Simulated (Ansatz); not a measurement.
**SrMnSiH, from a guessed structure to a relaxed one**

This structure for SrMnSiH is made up. Its elements were placed in a known structure type with a cell scaled to their sizes. What cell does the guess relax to, and how far off was it?

Method: DFT, PBE, plane-wave PAW, files of the set soft_1, scalar-relativistic, ferromagnetic start, cell and ions relaxed at zero pressure; PAW set soft_1, in the first sound run; inputs show where later runs differ, in Ansatz 0.2.0.

## 1. Set-up

The structure is trigonal, space group P3m1 (No. 156). Conventional cell: a = 4.131 Å, b = 4.131 Å, c = 4.999 Å, α = 90.00°, β = 90.00°, γ = 120.00°. Nearest to Sr lie 3 H at 2.44 Å and 3 Si at 3.21 Å. Mn has 1 H at 1.79 Å and 3 Si at 2.45 Å nearest. Nearest to Si lie 3 Mn at 2.45 Å and 3 Sr at 3.21 Å. Nearest to H lie 1 Mn at 1.79 Å and 3 Sr at 2.44 Å. Farther neighbours are not listed.

## 2. Relaxation of the guess

The guess takes its coordinates from another compound and its volume from a rule, so the cell and any free coordinates are relaxed together.

input.yaml

```yaml
crystal:
  lattice:
    - [4.131, 0.0, 0.0]
    - [-2.0655, 3.577550943, 0.0]
    - [0.0, 0.0, 4.999]
  atoms:
    - { symbol: Sr, position: [0.0, 0.0, 0.9965] }
    - { symbol: Mn, position: [0.666666667, 0.333333333, 0.4573], spin: 4.0 }
    - { symbol: Si, position: [0.333333333, 0.666666667, 0.5671] }
    - { symbol: H, position: [0.666666667, 0.333333333, 0.0997] }
magnetization:
  spin_polarized: true
kpoints:
  mp_grid: { grid: [8, 8, 6] }
scf:
  occupations: { method: fermi_dirac, width: 0.05 }
hamiltonian:
  xc: pbe
  pseudopotentials: { kind: paw, azcp: { folder: soft_1 } }
relax:
  f_tol: 0.015
  max_steps: 70
  cell: {}
output:
  forces: true
  stress: true
```

The run is started by

```
$ ansatz run input.yaml --threads 4 --pin off --max-ram 8192MiB --backend cpu --events-out ev --progress --plain --runs-dir out
```

Numbers of over 12 decimals in the logs are rounded to 6 here.

What it wrote:

```text
Engine: ansatz 0.2.0, x86_64-unknown-linux-gnu
Pseudopotentials: kind: paw
Pseudopotential: Sr, paw, valence charge 10, recommended cutoff 420 eV (normal), soft_1/Sr.paw.azcp
Pseudopotential: Mn, paw, valence charge 15, recommended cutoff 420 eV (normal), soft_1/Mn.paw.azcp
Pseudopotential: Si, paw, valence charge 4, recommended cutoff 420 eV (normal), soft_1/Si.paw.azcp
Pseudopotential: H, paw, valence charge 1, recommended cutoff 420 eV (normal), soft_1/H.paw.azcp
Functional definition: PBE
  parameter kappa = 0.804
  parameter beta = 0.066725
  exchange = pbe_x(kappa = kappa, mu = beta*pi^2/3)
  correlation = pbe_c(beta = beta)
Crystal: 4 atoms, lattice volume = 73.880 Å³
Basis set: ecut = 420 eV, 1421 PW (Γ), exchange–correlation on 60×60×72 points (8 copies of the dense FFT grid, shifted against one another)
Bands: 21, of which v1, the nominal top of the filled ones, is band 15 counted from 1 (14 counted from 0)
Symmetry: 6 space group operations
Space group: P3m1 (ITA 156), of the structure as read, at distance tolerance 4.2e-5 Å
Magnetic group: BNS 156.49 (UNI 1279), of the structure as read, at distance tolerance 4.2e-5 Å
k-points: 50 of 384 (time reversal used)
Non-local potential: Sr, projectors of the file, l = 0: 3, l = 1: 2, l = 2: 2
Non-local potential: Mn, projectors of the file, l = 0: 3, l = 1: 2, l = 2: 3, l = 3: 1
Non-local potential: Si, projectors of the file, l = 0: 2, l = 1: 2, l = 2: 1
Non-local potential: H, projectors of the file, l = 0: 2, l = 1: 1
PAW form: soft (Blöchl's): semilocal exchange-correlation on the pseudo side does not see the compensation charge
PAW one-centre angular grid: Sr, 110 points (default); XC on 64 Gauss nodes
PAW one-centre angular grid: Mn, 590 points (default); XC on 64 Gauss nodes
PAW one-centre angular grid: Si, 110 points (default); XC on 64 Gauss nodes
PAW one-centre angular grid: H, 110 points (default); XC on 64 Gauss nodes
Initial density: superposition of atomic densities (chi_scale 0.1, normalization cell, long waves kept (reshape's long-wave potential 0.04 eV rms))
Starting moments: Σ|m| = 4 μB on 1 of 4 sites
Initial wavefunctions: pseudopotential atomic-orbital guess
Functional: x = pbe(κ = 0.804, μ = 0.219515), c = pbe(β = 0.066725)
SCF iter   1: F=—  HF=-8096.517332 eV  |F-HF|=—  |Δ(HF+E_count)|=         —  Δρ=5.38e-2 (↑5.38e-2 ↓3.29e-2)  dr2=5.84e0  dr2_m=1.41e-1  M=3.964 μB ∫|m|=4.190 μB  β_m=0.30  ethr=3.10e-3  ⟨swp⟩=7.6  Hψ=12788  notcnv=0
Mixer restart at iter 1: flushing history
preconditioner: auto → Kerker (q_TF=auto, 2.348 Å⁻¹)  [metal: Δε(μ)=0.023 eV  Ē_g=10.292 eV  σ=0.050 eV  W_gap=0.11  n_scr=20 (ndim 8)  ℏωp=19.3 eV  f_vac=0.000  D(μ)=1.75/eV (n_scr^D=8)]
spin=Collinear: Kerker preconditioning applied to the charge; magnetization (m = ρ↑ − ρ↓) channel mixes plain (no charge-response kernel on spin).
SCF iter   2: F=—  HF=-8095.184220 eV  |F-HF|=—  |Δ(HF+E_count)|=    1.33e0  Δρ=1.84e-2 (↑1.40e-2 ↓1.84e-2)  dr2=9.55e-1  dr2_m=1.23e-2  M=3.971 μB ∫|m|=4.257 μB  β_m=0.35  ethr=3.10e-3  ⟨swp⟩=2.7  Hψ=5161  notcnv=0  defer=59
SCF iter   3: F=—  HF=-8095.038629 eV  |F-HF|=—  |Δ(HF+E_count)|=   1.46e-1  Δρ=1.04e-2 (↑9.77e-3 ↓1.04e-2)  dr2=2.46e-1  dr2_m=7.62e-3  M=3.923 μB ∫|m|=4.252 μB  β_m=0.62  ethr=3.10e-3  ⟨swp⟩=1.9  Hψ=2874  notcnv=0  defer=59
SCF iter   4: F=—  HF=-8095.291002 eV  |F-HF|=—  |Δ(HF+E_count)|=         —  Δρ=1.35e-2 (↑3.97e-3 ↓1.35e-2)  dr2=1.30e-1  dr2_m=4.31e-2  M=3.613 μB ∫|m|=4.049 μB  β_m=0.62  ethr=8.21e-4  ⟨swp⟩=2.3  Hψ=3714  notcnv=0  defer=44
Mixer restart at iter 4: flushing history
SCF iter   5: F=—  HF=-8095.362301 eV  |F-HF|=—  |Δ(HF+E_count)|=   7.13e-2  Δρ=8.71e-3 (↑7.45e-3 ↓8.71e-3)  dr2=3.21e-2  dr2_m=4.05e-2  M=3.509 μB ∫|m|=3.970 μB  β_m=0.81  ethr=4.32e-4  ⟨swp⟩=2.1  Hψ=3600  notcnv=0  defer=45
SCF iter   6: F=—  HF=-8095.364726 eV  |F-HF|=—  |Δ(HF+E_count)|=   2.43e-3  Δρ=4.62e-3 (↑2.94e-3 ↓4.62e-3)  dr2=5.08e-2  dr2_m=8.07e-4  M=3.446 μB ∫|m|=3.929 μB  β_m=0.79  ethr=1.07e-4  ⟨swp⟩=2.0  Hψ=4103  notcnv=0  defer=45
SCF iter   7: F=—  HF=-8095.353314 eV  |F-HF|=—  |Δ(HF+E_count)|=   1.14e-2  Δρ=2.48e-3 (↑2.48e-3 ↓2.17e-3)  dr2=1.22e-2  dr2_m=5.60e-5  M=3.374 μB ∫|m|=3.869 μB  β_m=0.90  ethr=1.07e-4  ⟨swp⟩=2.6  Hψ=4176  notcnv=0  defer=45
SCF iter   8: F=—  HF=-8095.359147 eV  |F-HF|=—  |Δ(HF+E_count)|=   5.83e-3  Δρ=9.39e-4 (↑8.40e-4 ↓9.39e-4)  dr2=1.83e-3  dr2_m=1.08e-5  M=3.410 μB ∫|m|=3.897 μB  β_m=0.95  ethr=4.05e-5  ⟨swp⟩=2.1  Hψ=3696  notcnv=0  defer=38
SCF iter   9: F=—  HF=-8095.359455 eV  |F-HF|=—  |Δ(HF+E_count)|=   3.08e-4  Δρ=2.09e-4 (↑2.09e-4 ↓1.07e-4)  dr2=1.20e-4  dr2_m=3.50e-6  M=3.424 μB ∫|m|=3.909 μB  β_m=0.97  ethr=6.11e-6  ⟨swp⟩=2.6  Hψ=3811  notcnv=0  defer=38
SCF iter  10: F=—  HF=-8095.359458 eV  |F-HF|=—  |Δ(HF+E_count)|=   2.89e-6  Δρ=5.25e-5 (↑5.25e-5 ↓4.34e-5)  dr2=5.86e-6  dr2_m=9.72e-7  M=3.425 μB ∫|m|=3.910 μB  β_m=0.99  ethr=3.99e-7  ⟨swp⟩=2.1  Hψ=2469  notcnv=0  defer=38
SCF iter  11: F=—  HF=-8095.359461 eV  |F-HF|=—  |Δ(HF+E_count)|=   3.60e-6  Δρ=1.01e-5 (↑6.65e-6 ↓1.01e-5)  dr2=3.42e-7  dr2_m=9.75e-9  M=3.426 μB ∫|m|=3.910 μB  β_m=0.99  ethr=1.95e-8  ⟨swp⟩=2.1  Hψ=2750  notcnv=0  defer=38
SCF iter  12: F=—  HF=-8095.359462 eV  |F-HF|=—  |Δ(HF+E_count)|=   1.00e-7  Δρ=2.45e-6 (↑2.13e-6 ↓2.45e-6)  dr2=2.35e-8  dr2_m=1.68e-10  M=3.426 μB ∫|m|=3.911 μB  β_m=1.00  ethr=1.14e-9  ⟨swp⟩=2.1  Hψ=2899  notcnv=0  defer=38
SCF iter  13: F=-8095.359462 eV  HF=-8095.359462 eV  |F-HF|=2.92e-10  |Δ(HF+E_count)|=  2.26e-10  Δρ=6.82e-7 (↑6.38e-7 ↓6.82e-7)  dr2=9.74e-10  dr2_m=6.35e-11  M=3.426 μB ∫|m|=3.911 μB  ethr=7.85e-11  ⟨swp⟩=2.2  Hψ=6908  notcnv=0
SCF 1 converged in 13 iterations: F = -8095.359462 eV  dr2 = 9.74e-10
  greatest PAW one-centre occupation: 1.000 electrons in one spin orbital (limit 2), on the Mn atom at site 1 (counted from 0), in its partial waves of l = 1
relax step   1: F+E_penalty+E_count = -8095.35946154 eV  Δ(F+E_penalty+E_count) = +0.000e0 eV  max|allowed force component| = 6.816e-1 eV/Å  Δτ_max = 0.0000 Å  P = +0.528 GPa  Ω = 73.880 Å³  (13 SCF iters, dr2 threshold 1.00e-7 eV, accepted)
Crystal: 4 atoms, lattice volume = 77.437 Å³
Basis set: ecut = 420 eV, 1487 PW (Γ), exchange–correlation on 60×60×72 points (8 copies of the dense FFT grid, shifted against one another)
Initial density: handed on by an earlier stage of this run
Starting moments: Σ|m| = 4 μB on 1 of 4 sites; this step starts from the density that it was given
Initial wavefunctions: those handed on with the density
[...]
SCF iter   9: F=—  HF=-8095.421296 eV  |F-HF|=—  |Δ(HF+E_count)|=   2.99e-7  Δρ=7.83e-6 (↑6.68e-6 ↓7.83e-6)  dr2=3.03e-8  dr2_m=3.33e-8  M=3.583 μB ∫|m|=4.048 μB  β_m=0.95  ethr=6.46e-10  ⟨swp⟩=2.5  Hψ=3651  notcnv=0
SCF iter  10: F=-8095.421296 eV  HF=-8095.421296 eV  |F-HF|=3.49e-9  |Δ(HF+E_count)|=   6.49e-8  Δρ=2.39e-6 (↑1.71e-6 ↓2.39e-6)  dr2=7.15e-9  dr2_m=2.27e-9  M=3.582 μB ∫|m|=4.047 μB  ethr=1.01e-10  ⟨swp⟩=2.1  Hψ=7064  notcnv=0
SCF 3 converged in 10 iterations: F = -8095.421296 eV  dr2 = 7.15e-9
relax step   3: F+E_penalty+E_count = -8095.42129577 eV  Δ(F+E_penalty+E_count) = +2.804e-2 eV  max|allowed force component| = 5.519e-1 eV/Å  Δτ_max = 0.1948 Å  P = -1.065 GPa  Ω = 77.722 Å³  energy of the carried Pulay correction = -1.778e-3 eV  (10 SCF iters, dr2 threshold 4.00e-7 eV, rejected (line search))
[...]
relax step   4: F+E_penalty+E_count = -8095.48509731 eV  Δ(F+E_penalty+E_count) = -3.576e-2 eV  max|allowed force component| = 1.548e-1 eV/Å  Δτ_max = 0.0277 Å  P = -0.449 GPa  Ω = 75.867 Å³  energy of the carried Pulay correction = -9.308e-4 eV  (14 SCF iters, accepted)
[...]
relax step   5: F+E_penalty+E_count = -8095.49663670 eV  Δ(F+E_penalty+E_count) = -1.154e-2 eV  max|allowed force component| = 3.866e-2 eV/Å  Δτ_max = 0.0383 Å  P = -0.261 GPa  Ω = 75.089 Å³  energy of the carried Pulay correction = -5.695e-4 eV  (9 SCF iters, dr2 threshold 4.00e-7 eV, accepted)
[...]
relax step   6: F+E_penalty+E_count = -8095.49741152 eV  Δ(F+E_penalty+E_count) = -7.748e-4 eV  max|allowed force component| = 1.674e-2 eV/Å  Δτ_max = 0.0093 Å  P = -0.046 GPa  Ω = 74.865 Å³  energy of the carried Pulay correction = -4.645e-4 eV  (8 SCF iters, dr2 threshold 1.86e-7 eV, accepted)
[...]
relax step   7: F+E_penalty+E_count = -8095.49747943 eV  Δ(F+E_penalty+E_count) = -6.790e-5 eV  max|allowed force component| = 1.220e-2 eV/Å  Δτ_max = 0.0015 Å  P = +0.011 GPa  Ω = 74.782 Å³  energy of the carried Pulay correction = -4.256e-4 eV  (8 SCF iters, dr2 threshold 2.05e-8 eV, accepted)
Initial wavefunctions: pseudopotential atomic-orbital guess (no wavefunctions were taken with the density)
iter 1 solved again at ethr=1.78e-6 eV; its pass at ethr=3.10e-3 eV (dr2=5.35e-4 eV) is discarded
SCF iter   1: F=—  HF=-8095.497988 eV  |F-HF|=—  |Δ(HF+E_count)|=         —  Δρ=7.99e-5 (↑7.55e-5 ↓7.99e-5)  dr2=7.07e-7  dr2_m=6.90e-8  M=3.629 μB ∫|m|=4.051 μB  β_m=0.65  ethr=1.78e-6  ⟨swp⟩=3.3  Hψ=18097  notcnv=0
eigensolver tolerance schedule: the retry pair's looser diagonalisation over-reported the residual by 755.03 of it (diagonalisation noise at 0.77 of the residual, at the tolerance the schedule requests for it); recorded, not acted on — ethr = c·dr2/N_el stays at c = 1.0e-1
preconditioner: auto → none  [metal: Δε(μ)=0.044 eV  Ē_g=9.976 eV  σ=0.050 eV  W_gap=0.21  n_scr=8 (ndim 8)  ℏωp=19.2 eV  f_vac=0.000  D(μ)=2.37/eV (n_scr^D=20)]
SCF iter   2: F=—  HF=-8095.498126 eV  |F-HF|=—  |Δ(HF+E_count)|=   1.37e-4  Δρ=2.83e-5 (↑2.77e-5 ↓2.83e-5)  dr2=1.88e-7  dr2_m=1.08e-8  M=3.629 μB ∫|m|=4.051 μB  β_m=0.57  ethr=2.36e-9  ⟨swp⟩=3.1  Hψ=4358  notcnv=0
SCF iter   3: F=—  HF=-8095.498141 eV  |F-HF|=—  |Δ(HF+E_count)|=   1.55e-5  Δρ=1.62e-5 (↑1.62e-5 ↓1.27e-5)  dr2=7.44e-8  dr2_m=2.87e-8  M=3.630 μB ∫|m|=4.052 μB  β_m=0.52  ethr=6.28e-10  ⟨swp⟩=2.0  Hψ=3684  notcnv=0
SCF iter   4: F=—  HF=-8095.498145 eV  |F-HF|=—  |Δ(HF+E_count)|=   3.73e-6  Δρ=3.68e-6 (↑2.71e-6 ↓3.68e-6)  dr2=2.93e-9  dr2_m=4.05e-9  M=3.630 μB ∫|m|=4.052 μB  β_m=0.68  ethr=2.48e-10  ⟨swp⟩=2.0  Hψ=3184  notcnv=0
SCF iter   5: F=—  HF=-8095.498145 eV  |F-HF|=—  |Δ(HF+E_count)|=   8.23e-8  Δρ=2.49e-6 (↑2.49e-6 ↓2.02e-6)  dr2=2.07e-9  dr2_m=3.21e-9  M=3.630 μB ∫|m|=4.052 μB  β_m=0.72  ethr=9.76e-12  ⟨swp⟩=2.0  Hψ=3572  notcnv=0
SCF iter   6: F=—  HF=-8095.498144 eV  |F-HF|=—  |Δ(HF+E_count)|=   9.06e-7  Δρ=8.11e-7 (↑7.47e-7 ↓8.11e-7)  dr2=2.44e-10  dr2_m=3.76e-10  M=3.630 μB ∫|m|=4.052 μB  β_m=0.79  ethr=6.91e-12  ⟨swp⟩=2.0  Hψ=3173  notcnv=0
SCF iter   7: F=—  HF=-8095.498144 eV  |F-HF|=—  |Δ(HF+E_count)|=  7.40e-10  Δρ=3.22e-7 (↑3.13e-7 ↓3.22e-7)  dr2=7.25e-11  dr2_m=5.97e-11  M=3.630 μB ∫|m|=4.052 μB  β_m=0.83  ethr=1.00e-12  ⟨swp⟩=2.5  Hψ=3421  notcnv=0
SCF iter   8: F=—  HF=-8095.498144 eV  |F-HF|=—  |Δ(HF+E_count)|=  1.09e-10  Δρ=1.00e-7 (↑5.42e-8 ↓1.00e-7)  dr2=1.89e-11  dr2_m=1.99e-12  M=3.630 μB ∫|m|=4.052 μB  β_m=0.77  ethr=1.00e-12  ⟨swp⟩=2.0  Hψ=2729  notcnv=0
SCF iter   9: F=-8095.498144 eV  HF=-8095.498144 eV  |F-HF|=1.82e-12  |Δ(HF+E_count)|=  5.46e-12  Δρ=5.66e-8 (↑2.73e-8 ↓5.66e-8)  dr2=6.17e-12  dr2_m=6.72e-13  M=3.630 μB ∫|m|=4.052 μB  ethr=1.00e-12  ⟨swp⟩=3.2  Hψ=7111  notcnv=0
SCF 8 converged in 9 iterations: F = -8095.498144 eV  dr2 = 6.17e-12
relax step   8: F+E_penalty+E_count = -8095.49814399 eV  Δ(F+E_penalty+E_count) = -6.646e-4 eV  max|allowed force component| = 1.328e-2 eV/Å  Δτ_max = 0.0000 Å  P = +0.018 GPa  Ω = 74.782 Å³  stress off target by 4.91e-2 GPa  SCF on the basis re-selected at this cell (its energy is not comparable with the rows above)  (9 SCF iters)
basis re-selected at this cell: Δ(F+E_penalty+E_count) = -6.646e-4 eV, ΔP = +0.006 GPa vs the last step (what re-selecting the basis moved, of the pressure what is left beyond the Pulay correction that the steps carried, after the strain that the cell walked since its last selection, with what the two solves' SCF thresholds leave and, on support functions, any second-order correction that the steps lacked; it is no m [...]
SCF converged after 9 iterations
Magnetization: 3.6296 μB (16.8148 up, 13.1852 down)
Absolute magnetization: 4.0518 μB (∫|ρ↑−ρ↓|, with the PAW one-centre terms)
Spin contamination: 0.2114 ħ² per cell (⟨S²⟩ above its minimum at these occupations)
Per-site moments (μB) at R_I (Å): [(0.027760, 1.037186), (2.590436, 0.700131), (-0.114154, 1.011671), (-0.020159, 0.700131)]
Free energy (F): -8095.498144 eV
Harris-Foulkes:  -8095.498144 eV  (|F-HF|=1.82e-12)
Internal energy: -8095.479250 eV  (E = F + TS)
E sigma→0 (E₀):  -8095.488697 eV
Entropy (-TS):   -0.018894 eV (-4.724 meV/atom)
Fermi energy:    8.346343 eV
--- Per-component energies (eV) ---
  E_band       = -416.607164
  E_kinetic    = 601.919272
  E_local      = -3656.466988  (includes V_loc(G=0)·N_el)
  E_nonlocal   = 715.763531
  E_hartree    = 1334.924557
  E_xc         = -348.879726
  E_vxc        = -353.099139  (∫ρ·V_xc dr)
  E_paw        = -4530.084936  (= ΣΔE_a)
  E_vpaw       = -394.572238  (= ΣTr[D̂ρ^β])
  E_aug_tail   = -0.000782  (compensation charges beyond the density's cutoff)
  E_ewald      = -2212.654178
  E_smearing   = -0.018894  (= −TS)
  E_closure    = 0.000000  (closes the sum)
  Σ components = -8095.498144   (vs F -8095.498144, Δ=0.00e0)
--- Forces (eV/Å), atoms counted from 1 ---
  atom   1  Sr     0.00000000     0.00000000     0.00146709
  atom   2  Mn     0.00000000    -0.00000000    -0.01328465
  atom   3  Si     0.00000000    -0.00000000     0.00298963
  atom   4  H      0.00000000    -0.00000000     0.00882866
  max |Σ_I F_I| component: 7.28e-7 eV/Å
--- Stress (GPa, compression-positive) ---
        0.049105       0.000000      -0.000000
        0.000000       0.049105      -0.000000
       -0.000000      -0.000000      -0.045682
  P = ⅓ Tr σ = 0.0175 GPa (0.175 kbar)
--- Relaxed structure (7 steps of the walk, 6 accepted, 1 SCFs on fresh bases) ---
  F+E_penalty+E_count = -8095.49814399 eV   max|allowed force component| = 1.328e-2 eV/Å   (the final SCF, on the basis selected at the relaxed cell)
  cell:  # Å, volume = 74.7816 Å³
    - [4.227032, 7.107779131392526e-18, 0]
    - [-2.113516, 3.660717, 0]
    - [0, 0, 4.832739]
  atoms:
    - { symbol: Sr, position: [-9.251858542851204e-18, -2.775557561562892e-17, 0.998065] }
    - { symbol: Mn, position: [0.666667, 0.333333, 0.474494] }
    - { symbol: Si, position: [0.333333, 0.666667, 0.524754] }
    - { symbol: H, position: [0.666667, 0.333333, 0.123288] }
```

The job ended after 24 s (4 threads of INTEL XEON PLATINUM 8581C at 2.10GHz (Emerald Rapids), shared host; peak memory 0.6 GiB; 82 s of CPU time).

Step by step:

| step | energy less that of the first step (eV) | largest force component (eV/Å) | pressure (GPa) | volume (Å³) |
| --- | --- | --- | --- | --- |
| 1 | 0.0000 | 0.6816 | 0.53 | 73.88 |
| 2 | -0.0899 | 0.2834 | -1.26 | 77.44 |
| 3 | -0.0618 | 0.5519 | -1.07 | 77.72 |
| 4 | -0.1256 | 0.1548 | -0.45 | 75.87 |
| 5 | -0.1372 | 0.0387 | -0.26 | 75.09 |
| 6 | -0.1379 | 0.0167 | -0.05 | 74.86 |
| 7 | -0.1380 | 0.0122 | 0.01 | 74.78 |
| 8* | -0.1387 | 0.0133 | 0.02 | 74.78 |

Relaxation steps marked * repeat the geometry before them on a plane-wave basis chosen anew for their cell, so energy and pressure can jump there. Relaxation step 3 was tried and not accepted.

Forces are held to the 6 operations that the run works with; a distortion that breaks them can't arise in this run.

| conventional cell, symmetrised | before | after | change |
| --- | --- | --- | --- |
| a (Å) | 4.131 | 4.227 | +2.3 % |
| b (Å) | 4.131 | 4.227 | +2.3 % |
| c (Å) | 4.999 | 4.833 | -3.3 % |
| volume (Å³/atom) | 18.47 | 18.70 | +1.2 % |

The atoms that moved most (Å, as changes of fractional coordinates times the final cell):

| atom | dx | dy | dz | length |
| --- | --- | --- | --- | --- |
| Si3 | 0.000 | 0.000 | -0.205 | 0.205 |
| H4 | 0.000 | 0.000 | 0.114 | 0.114 |
| Mn2 | 0.000 | 0.000 | 0.083 | 0.083 |
| Sr1 | 0.000 | 0.000 | 0.008 | 0.008 |

The relaxed structure:

```xyz
4
Lattice="4.2270 0.0000 0.0000 -2.1135 3.6607 0.0000 0.0000 0.0000 4.8327" Properties=species:S:1:pos:R:3 pbc="T T T"
Sr    0.0000    0.0000    4.8234
Mn    2.1135    1.2202    2.2931
Si    0.0000    2.4405    2.5360
H     2.1135    1.2202    0.5958
```

Numbers from this step:

* free energy: -8095.4981 eV
* energy at zero smearing: -8095.4887 eV
* smearing term TS: 0.01889 eV
* Fermi energy: 8.346 eV
* magnetization: 3.630 μB
* absolute magnetization: 4.052 μB
* site moments: 0.02776, 2.590, -0.1142, -0.02016 μB
* electrons: 30
* symmetry operations: 6
* pressure: 0.01751 GPa

Site moment by atom:

| atom | site moment (μB) |
| --- | --- |
| Sr1 | 0.03 |
| Mn2 | 2.59 |
| Si3 | -0.11 |
| H4 | -0.02 |

Shortest distances by pair of elements, guess and relaxed (not always the same contact):

| pair | guess (Å) | relaxed (Å) |
| --- | --- | --- |
| H–Mn | 1.788 | 1.697 |
| Mn–Si | 2.447 | 2.453 |
| H–Sr | 2.440 | 2.514 |
| H–Si | 3.339 | 3.118 |
| Si–Sr | 3.209 | 3.345 |

The relaxation ends with a largest force component of 0.013 eV/Å and a pressure of 0.02 GPa.

(Continued in part 2 of 2.)

[Logs are printed without paths, hosts, clocks, repeated set-up lines and the standing remarks that a program may print on its own settings, such as how far it seeks lower states.]

[Hosts, paths, dates, database ids (printed as entryN), source tags and the programs' standing remarks are cut or masked in the printed files.]
